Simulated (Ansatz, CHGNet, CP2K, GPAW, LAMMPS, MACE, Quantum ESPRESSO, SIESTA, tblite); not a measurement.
# Amorphous Ge (61 atoms) in CP2K, part 2 of 4

How do the settings of CP2K change the result for amorphous Ge (61 atoms)? A plane-wave run serves as the yardstick.

Program: CP2K 2026.2; the method stands at each step. Banners, paths, timers and routine set-up lines are dropped from the logs unmarked, and long logs keep their key lines alone; longer cuts are marked.

So far. Step 2 (PBE, DZVP-UZH, 350/50 Ry, diagonalisation): Forces lie 4.6 % from the reference's, at 0.16 times its CPU time (on 2 against 4 cores). Step 3 (PBE, TZV2P-MOLOPT (SR for Ge), 350/50 Ry …): Against the first run (4.6 %), the force difference from the reference is 2.9 %, at 1.1 times the CPU time (on 4 against 2 cores), with 1342 basis functions against 793; this set comes with other potentials too, so the change isn't the basis's alone.

## (4) PBE, TZVP-UZH, 350/50 Ry, diagonalisation

Method: Kohn-Sham DFT, PBE, GTH-PBE pseudopotentials, Gaussian and plane waves, TZVP-MOLOPT (UZH set), diagonalisation.

File input.inp:

```
&GLOBAL
  PROJECT cell
  RUN_TYPE ENERGY_FORCE
  PRINT_LEVEL LOW
&END GLOBAL
&FORCE_EVAL
  METHOD QS
  STRESS_TENSOR ANALYTICAL
  &DFT
    BASIS_SET_FILE_NAME BASIS_MOLOPT_UZH
    POTENTIAL_FILE_NAME POTENTIAL_UZH
    &MGRID
      CUTOFF 350
      REL_CUTOFF 50
    &END MGRID
    &QS
      EPS_DEFAULT 1.0E-12
    &END QS
    &SCF
      SCF_GUESS ATOMIC
      EPS_SCF 1.0E-06
      MAX_SCF 200
      ADDED_MOS 27
      &DIAGONALIZATION
        ALGORITHM STANDARD
      &END DIAGONALIZATION
      &SMEAR ON
        METHOD FERMI_DIRAC
        ELECTRONIC_TEMPERATURE [K] 580
      &END SMEAR
      &MIXING
        METHOD BROYDEN_MIXING
        ALPHA 0.15
        NBROYDEN 8
      &END MIXING
      &PRINT
        &RESTART OFF
        &END RESTART
      &END PRINT
    &END SCF
    &XC
      &XC_FUNCTIONAL PBE
      &END XC_FUNCTIONAL
    &END XC
    &PRINT
      &MULLIKEN ON
      &END MULLIKEN
      &HIRSHFELD ON
        SHAPE_FUNCTION DENSITY
      &END HIRSHFELD
      &MO ON
        EIGENVALUES T
        OCCUPATION_NUMBERS T
        MO_INDEX_RANGE 111 134
        &EACH
          QS_SCF 0
        &END EACH
        ADD_LAST NUMERIC
      &END MO
    &END PRINT
  &END DFT
  &SUBSYS
    &CELL
      A 11.18750 0.00000 0.00000
      B 0.00000 11.18750 0.00000
      C 0.00000 0.00000 11.18750
    &END CELL
    &TOPOLOGY
      COORD_FILE_NAME structure.xyz
      COORD_FILE_FORMAT XYZ
    &END TOPOLOGY
    &KIND Ge
      BASIS_SET TZVP-MOLOPT-PBE-GTH-q4
      POTENTIAL GTH-PBE-q4
    &END KIND
  &END SUBSYS
  &PRINT
    &FORCES ON
    &END FORCES
    &STRESS_TENSOR ON
    &END STRESS_TENSOR
  &END PRINT
&END FORCE_EVAL
```

File structure.xyz:

```xyz
61

[... 61 atom lines left out: the same atoms as in the first run ...]
```

The run is started by

```
$ OMP_NUM_THREADS=1 mpirun -np 4 cp2k.psmp -i input.inp > output.txt
```

Numbers of over 12 decimals in the logs are rounded to 6 here.

The program printed:

```text
CP2K| version string:                                       CP2K version 2026.2
 CP2K| Input file name                                                 input.inp
 GLOBAL| Basis set file name                                    BASIS_MOLOPT_UZH
 GLOBAL| Potential file name                                       POTENTIAL_UZH
 GLOBAL| Run type                                                   ENERGY_FORCE
 GLOBAL| Total number of message passing processes                             4
 GLOBAL| Number of threads for this process                                    1
 TOTAL NUMBERS AND MAXIMUM NUMBERS
  Total number of            - Atomic kinds:                                   1
                             - Atoms:                                         61
[... lines left out ...]
                        Smear method:                                FERMI_DIRAC
[... lines left out ...]
 Number of electrons:                                                        244
[... lines left out ...]
  Step     Update method      Time    Convergence         Total energy    Change
[... lines left out ...]
  *** SCF run converged in    17 steps ***
[... lines left out ...]
  Fermi energy:                                                 0.154947
  Total energy:                                              -239.111805
  Total energy (extrapolated to T->0):                       -239.109275
[... lines left out ...]
 MO| E(Fermi):            0.154947 a.u.          4.216335 eV
[... lines left out ...]
 !-----------------------------------------------------------------------------!
 !-----------------------------------------------------------------------------!
                           Hirshfeld Charges
  #Atom  Element  Kind  Ref Charge     Population                    Net charge
      1       Ge     1       4.000          4.005                        -0.005
      2       Ge     1       4.000          3.982                         0.018
      3       Ge     1       4.000          4.017                        -0.017
[...]
60       Ge     1       4.000          4.013                        -0.013
     61       Ge     1       4.000          4.022                        -0.022
  Total Charge                                                           -0.000
 !-----------------------------------------------------------------------------!
 ENERGY| Total FORCE_EVAL ( QS ) energy [hartree]           -239.111773
 FORCES| Atomic forces [hartree/bohr]
 FORCES|   Atom     x               y               z               |f|
 FORCES|      1 -3.49959980E-03  9.84238444E-03  1.72234617E-02   2.01436680E-02
 FORCES|      2 -1.65821868E-02 -3.81095566E-03 -1.45262718E-02   2.23719663E-02
 FORCES|      3  1.60510676E-02  3.92358631E-04  1.60583652E-02   2.27081881E-02
[...]
FORCES|     60 -3.03412214E-03  2.63106369E-04 -3.24866625E-03   4.45297143E-03
 FORCES|     61  3.39206440E-03  4.71868415E-03  1.05160396E-02   1.20149561E-02
 FORCES| Sum     2.67151613E-07 -3.23836867E-07 -1.16523461E-06
 FORCES| Total atomic force                                       1.23855238E-06
 STRESS| Analytical stress tensor [bar]
 STRESS|                        x                   y                   z
 STRESS|      x        3.84794050867E+04   1.32856795411E+03  -2.35873815477E+03
 STRESS|      y        1.32856795411E+03   4.17275830330E+04  -6.03243945532E+02
 STRESS|      z       -2.35873815477E+03  -6.03243945532E+02   5.40433722468E+04
 STRESS| 1/3 Trace                                             4.47501201221E+04
```

Elapsed: 34 s, on 4 MPI ranks of Arm Neoverse V2, shared host; peak memory 3.1 GiB.

Compared with the plane-wave run:

```yaml
r_m_s_force_component: 0.6385 eV/Å
r_m_s_difference_of_force_components: 25.13 meV/Å
longest_difference_of_force_vectors: 92.17 meV/Å
force_difference_over_r_m_s_force: 3.95 %
slope_of_forces_against_the_reference_s: 1.003
correlation_of_force_components: 0.9992
pressure: 4.475 GPa
pressure_difference: 0.6667 GPa
```

Against the first run (4.6 %), the force difference from the reference is 3.9 %, at 1.2 times the CPU time (on 4 against 2 cores), with 1037 basis functions against 793: the larger basis brings the forces nearer.

## (5) PBEsol, PBE potentials, DZVP-UZH, 350/50 Ry, diagonalisation

Method: Kohn-Sham DFT, PBEsol, GTH-PBE pseudopotentials, Gaussian and plane waves, DZVP-MOLOPT (UZH set), diagonalisation.

input.inp: that of step 4 with these lines changed.

```diff
@@ -41,3 +41,6 @@
     &XC
-      &XC_FUNCTIONAL PBE
+      &XC_FUNCTIONAL
+        &PBE
+          PARAMETRIZATION PBESOL
+        &END PBE
       &END XC_FUNCTIONAL
@@ -67,8 +70,7 @@
     &END CELL
-    &TOPOLOGY
-      COORD_FILE_NAME structure.xyz
-      COORD_FILE_FORMAT XYZ
-    &END TOPOLOGY
+    &COORD
+[... 61 atom lines left out: the same atoms as in the first run ...]
+    &END COORD
     &KIND Ge
-      BASIS_SET TZVP-MOLOPT-PBE-GTH-q4
+      BASIS_SET DZVP-MOLOPT-PBE-GTH-q4
       POTENTIAL GTH-PBE-q4
```

The run is started by

```
$ OMP_NUM_THREADS=2 cp2k.psmp -i input.inp > output.txt
```

The program printed:

```text
CP2K| version string:                                       CP2K version 2026.2
 CP2K| Input file name                                                 input.inp
 GLOBAL| Basis set file name                                    BASIS_MOLOPT_UZH
 GLOBAL| Potential file name                                       POTENTIAL_UZH
 GLOBAL| Run type                                                   ENERGY_FORCE
 GLOBAL| Total number of message passing processes                             1
 GLOBAL| Number of threads for this process                                    2
 TOTAL NUMBERS AND MAXIMUM NUMBERS
  Total number of            - Atomic kinds:                                   1
                             - Atoms:                                         61
[... lines left out ...]
                        Smear method:                                FERMI_DIRAC
[... lines left out ...]
 Number of electrons:                                                        244
[... lines left out ...]
  Step     Update method      Time    Convergence         Total energy    Change
[... lines left out ...]
  *** SCF run converged in    17 steps ***
[... lines left out ...]
  Fermi energy:                                                 0.156051
  Total energy:                                              -238.478494
  Total energy (extrapolated to T->0):                       -238.475774
[... lines left out ...]
 MO| E(Fermi):            0.156051 a.u.          4.246359 eV
[... lines left out ...]
 !-----------------------------------------------------------------------------!
 !-----------------------------------------------------------------------------!
                           Hirshfeld Charges
  #Atom  Element  Kind  Ref Charge     Population                    Net charge
      1       Ge     1       4.000          4.006                        -0.006
      2       Ge     1       4.000          3.983                         0.017
      3       Ge     1       4.000          4.016                        -0.016
[...]
60       Ge     1       4.000          4.013                        -0.013
     61       Ge     1       4.000          4.021                        -0.021
  Total Charge                                                           -0.000
 !-----------------------------------------------------------------------------!
 ENERGY| Total FORCE_EVAL ( QS ) energy [hartree]           -238.478499
 FORCES| Atomic forces [hartree/bohr]
 FORCES|   Atom     x               y               z               |f|
 FORCES|      1 -3.09264332E-03  9.54622420E-03  1.80081473E-02   2.06152421E-02
 FORCES|      2 -1.65061016E-02 -4.15463450E-03 -1.44763882E-02   2.23445338E-02
 FORCES|      3  1.57701261E-02  2.91729582E-04  1.68015726E-02   2.30450608E-02
[...]
FORCES|     60 -2.50234681E-03 -2.24676889E-04 -3.20647791E-03   4.07353899E-03
 FORCES|     61  2.95962740E-03  4.59793359E-03  1.02218694E-02   1.15925407E-02
 FORCES| Sum    -5.21410291E-08  3.74852769E-08  3.89664889E-07
 FORCES| Total atomic force                                       3.94920952E-07
 STRESS| Analytical stress tensor [bar]
 STRESS|                        x                   y                   z
 STRESS|      x        3.34724035983E+04   1.44366209411E+03  -2.09467173620E+03
 STRESS|      y        1.44366209411E+03   3.59738156198E+04  -4.64884343446E+02
 STRESS|      z       -2.09467173620E+03  -4.64884343446E+02   4.82341814585E+04
 STRESS| 1/3 Trace                                             3.92268002255E+04
```

The job ended after 61 s (2 threads; peak memory 1.6 GiB).

Compared with the plane-wave run:

| Property | Result |
| --- | --- |
| r.m.s. force component | 0.6425 eV/Å |
| r.m.s. difference of force components | 37.91 meV/Å |
| longest difference of force vectors | 116.1 meV/Å |
| force difference over r.m.s. force | 5.958 % |
| slope of forces against the reference's | 1.008 |
| correlation of force components | 0.9983 |
| pressure | 3.923 GPa |
| pressure difference | 0.1144 GPa |

Against the first run (4.6 %), the force difference from the reference is 6.0 %, at 1.0 times the CPU time; the model has changed, so this is no error of the program alone.

## (6) r2SCAN, SCAN potentials, DZVP-UZH(SCAN), 600/50 Ry, diagonalisation

Method: Kohn-Sham DFT, r2SCAN, GTH-SCAN pseudopotentials, Gaussian and plane waves, DZVP-MOLOPT (UZH set), diagonalisation.

input.inp: that of step 5 with these lines changed.

```diff
@@ -12,4 +12,5 @@
     &MGRID
-      CUTOFF 350
+      CUTOFF 600
       REL_CUTOFF 50
+      NGRIDS 5
     &END MGRID
@@ -42,5 +43,6 @@
       &XC_FUNCTIONAL
-        &PBE
-          PARAMETRIZATION PBESOL
-        &END PBE
+        &MGGA_X_R2SCAN
+        &END MGGA_X_R2SCAN
+        &MGGA_C_R2SCAN
+        &END MGGA_C_R2SCAN
       &END XC_FUNCTIONAL
@@ -71,7 +73,32 @@
     &COORD
-[... 61 atom lines left out: the same atoms as in the first run ...]
+      SCALED
+      Ge 0.52507 0.56824 0.21916
+      Ge 0.05605 0.56356 0.13471
+      Ge 0.72147 0.08165 0.46066
+      Ge 0.22971 0.45591 0.00843
+      Ge 0.45236 0.72770 0.53976
+      Ge 0.36071 0.48535 0.32770
+      Ge 0.42742 0.50912 0.53831
+      Ge 0.98591 0.99839 0.66652
+      Ge 0.73284 0.42012 0.75088
+      Ge 0.32874 0.26722 0.08104
+      Ge 0.93740 0.31727 0.80287
+      Ge 0.52126 0.22213 0.98851
+      Ge 0.06253 0.64906 0.90766
+      Ge 0.19114 0.61655 0.30040
+      Ge 0.00733 0.20846 0.61836
+      Ge 0.24249 0.94121 0.38566
+      Ge 0.25509 0.45757 0.63808
+      Ge 0.29581 0.27696 0.29962
+      Ge 0.67456 0.17069 0.13837
+      Ge 0.75300 0.64288 0.70293
+[... 37 atom lines left out ...]
+      Ge 0.38187 0.50627 0.83850
+      Ge 0.82429 0.75041 0.37549
+      Ge 0.21542 0.80128 0.88428
+      Ge 0.57150 0.40861 0.89648
     &END COORD
     &KIND Ge
-      BASIS_SET DZVP-MOLOPT-PBE-GTH-q4
-      POTENTIAL GTH-PBE-q4
+      BASIS_SET DZVP-MOLOPT-SCAN-GTH-q4
+      POTENTIAL GTH-SCAN-q4
     &END KIND
```

The program printed:

```text
CP2K| version string:                                       CP2K version 2026.2
 CP2K| Input file name                                                 input.inp
 GLOBAL| Basis set file name                                    BASIS_MOLOPT_UZH
 GLOBAL| Potential file name                                       POTENTIAL_UZH
 GLOBAL| Run type                                                   ENERGY_FORCE
 GLOBAL| Total number of message passing processes                             1
 GLOBAL| Number of threads for this process                                    2
 TOTAL NUMBERS AND MAXIMUM NUMBERS
  Total number of            - Atomic kinds:                                   1
                             - Atoms:                                         61
[... lines left out ...]
                        Smear method:                                FERMI_DIRAC
[... lines left out ...]
 Number of electrons:                                                        244
[... lines left out ...]
  Step     Update method      Time    Convergence         Total energy    Change
[... lines left out ...]
  *** SCF run converged in    18 steps ***
[... lines left out ...]
  Fermi energy:                                                 0.146830
  Total energy:                                              -241.218302
  Total energy (extrapolated to T->0):                       -241.215908
[... lines left out ...]
 MO| E(Fermi):            0.146830 a.u.          3.995442 eV
[... lines left out ...]
 !-----------------------------------------------------------------------------!
 !-----------------------------------------------------------------------------!
                           Hirshfeld Charges
  #Atom  Element  Kind  Ref Charge     Population                    Net charge
      1       Ge     1       4.000          4.006                        -0.006
      2       Ge     1       4.000          3.983                         0.017
      3       Ge     1       4.000          4.019                        -0.019
[...]
60       Ge     1       4.000          4.015                        -0.015
     61       Ge     1       4.000          4.023                        -0.023
  Total Charge                                                           -0.000
 !-----------------------------------------------------------------------------!
 ENERGY| Total FORCE_EVAL ( QS ) energy [hartree]           -241.218302
 FORCES| Atomic forces [hartree/bohr]
 FORCES|   Atom     x               y               z               |f|
 FORCES|      1 -8.40662819E-03  1.06492715E-02  1.15637091E-02   1.78268827E-02
 FORCES|      2 -1.53532039E-02 -3.35750531E-03 -1.38581052E-02   2.09533003E-02
 FORCES|      3  1.52614246E-02  2.02929655E-03  1.17337166E-02   1.93574077E-02
[...]
FORCES|     60 -4.89155246E-03  3.19383802E-03 -2.15983028E-03   6.22838290E-03
 FORCES|     61  3.91504262E-03  4.54696803E-03  1.36215701E-02   1.48845439E-02
 FORCES| Sum    -9.27316795E-06 -1.79032707E-05 -1.84628891E-06
 FORCES| Total atomic force                                       2.02466671E-05
 STRESS| Analytical stress tensor [bar]
 STRESS|                        x                   y                   z
 STRESS|      x       -2.68418148762E+04   1.17892576185E+03  -4.31551717332E+03
 STRESS|      y        1.17892576185E+03  -1.81348618889E+04   5.47284722971E+02
 STRESS|      z       -4.31551717332E+03   5.47284722971E+02  -4.80819981669E+03
 STRESS| 1/3 Trace                                            -1.65949588606E+04
```

Run time: 3.3 min. Hardware: 2 threads; peak memory 4.1 GiB.

Against the reference:

```
r.m.s. force component                  : 0.5898 eV/Å
r.m.s. difference of force components   : 196.3 meV/Å
longest difference of force vectors     : 564.8 meV/Å
force difference over r.m.s. force      : 30.86 %
slope of forces against the reference's : 0.8821
correlation of force components         : 0.9515
pressure                                : -1.659 GPa
pressure difference                     : -5.468 GPa
```

Against the first run (4.6 %), the force difference from the reference is 31 %, at 3.2 times the CPU time; the model has changed, so this is no error of the program alone.

## (7) PBE, DZVP-UZH, 350/20 Ry, diagonalisation

Method: Kohn-Sham DFT, PBE, GTH-PBE pseudopotentials, Gaussian and plane waves, DZVP-MOLOPT (UZH set), diagonalisation.

input.inp: that of step 6 with these lines changed.

```diff
@@ -12,5 +12,4 @@
     &MGRID
-      CUTOFF 600
-      REL_CUTOFF 50
-      NGRIDS 5
+      CUTOFF 350
+      REL_CUTOFF 20
     &END MGRID
@@ -42,7 +41,3 @@
     &XC
-      &XC_FUNCTIONAL
-        &MGGA_X_R2SCAN
-        &END MGGA_X_R2SCAN
-        &MGGA_C_R2SCAN
-        &END MGGA_C_R2SCAN
+      &XC_FUNCTIONAL PBE
       &END XC_FUNCTIONAL
@@ -72,9 +67,9 @@
     &END CELL
-    &COORD
-      SCALED
-[... 61 atom lines left out: the same atoms as in the first run ...]
-    &END COORD
+    &TOPOLOGY
+      COORD_FILE_NAME structure.xyz
+      COORD_FILE_FORMAT XYZ
+    &END TOPOLOGY
     &KIND Ge
-      BASIS_SET DZVP-MOLOPT-SCAN-GTH-q4
-      POTENTIAL GTH-SCAN-q4
+      BASIS_SET DZVP-MOLOPT-PBE-GTH-q4
+      POTENTIAL GTH-PBE-q4
     &END KIND
```

structure.xyz is that of step 4.

The program printed:

```text
CP2K| version string:                                       CP2K version 2026.2
 CP2K| Input file name                                                 input.inp
 GLOBAL| Basis set file name                                    BASIS_MOLOPT_UZH
 GLOBAL| Potential file name                                       POTENTIAL_UZH
 GLOBAL| Run type                                                   ENERGY_FORCE
 GLOBAL| Total number of message passing processes                             1
 GLOBAL| Number of threads for this process                                    2
[... lines left out ...]
                        Smear method:                                FERMI_DIRAC
[... lines left out ...]
 Number of electrons:                                                        244
[... lines left out ...]
  Step     Update method      Time    Convergence         Total energy    Change
[... lines left out ...]
  *** SCF run converged in    17 steps ***
[... lines left out ...]
  Fermi energy:                                                 0.156301
  Total energy:                                              -239.020389
  Total energy (extrapolated to T->0):                       -239.017824
[... lines left out ...]
 MO| E(Fermi):            0.156301 a.u.          4.253164 eV
[... lines left out ...]
     61       Ge     1       4.000          4.021                        -0.021
  Total Charge                                                           -0.000
 !-----------------------------------------------------------------------------!
 ENERGY| Total FORCE_EVAL ( QS ) energy [hartree]           -239.020369
 FORCES| Atomic forces [hartree/bohr]
 FORCES|   Atom     x               y               z               |f|
 FORCES|      1 -3.59130226E-03  9.62559741E-03  1.71718655E-02   2.00105608E-02
 FORCES|      2 -1.65665551E-02 -3.96489691E-03 -1.39578370E-02   2.20225423E-02
 FORCES|      3  1.58341999E-02  3.24684427E-04  1.60225766E-02   2.25288763E-02
[...]
FORCES|     60 -3.09512805E-03  4.46010415E-04 -3.24622630E-03   4.50740814E-03
 FORCES|     61  3.64332724E-03  4.68024576E-03  1.06009497E-02   1.21473729E-02
 FORCES| Sum     1.21878742E-03  7.57136039E-04  3.00568730E-04
 FORCES| Total atomic force                                       1.46596021E-03
 STRESS| Analytical stress tensor [bar]
 STRESS|                        x                   y                   z
 STRESS|      x        4.06388919235E+04   1.40962788010E+03  -2.48034240912E+03
 STRESS|      y        1.40962788010E+03   4.38582576851E+04  -4.82566590889E+02
 STRESS|      z       -2.48034240912E+03  -4.82566590889E+02   5.66689740670E+04
 STRESS| 1/3 Trace                                             4.70553745586E+04
```

Elapsed: 42 s, on 2 threads; peak memory 1.6 GiB.

Against the reference:

```
r.m.s. force component                          : 0.6353 eV/Å
r.m.s. difference of force components           : 30.74 meV/Å
longest difference of force vectors             : 110.7 meV/Å
force difference over r.m.s. force              : 4.832 %
slope of forces against the reference's         : 0.9975
correlation of force components                 : 0.9988
pressure                                        : 4.705 GPa
pressure difference                             : 0.8972 GPa
energy less the same-level run's                : -1.332 meV/atom
r.m.s. force difference from the same-level run : 8.177 meV/Å
```

This is a coarse setting, run to see what it loses.

Against the first run (4.6 %), the force difference from the reference is 4.8 %, at 0.67 times the CPU time: the change moves forces by 8.2 meV/Å r.m.s., so most of the difference comes from elsewhere.

[end of part 2 of 4]

[Also dropped from logs without a mark: logging warnings of Python, and SIESTA's first energy breakdown and zero terms.]

[Logs are printed without paths, hosts, clocks, repeated set-up lines and the standing remarks that a program may print on its own settings, such as how far it seeks lower states.]

[Hosts, paths, dates, database ids (printed as entryN), source tags and the programs' standing remarks are cut or masked in the printed files.]
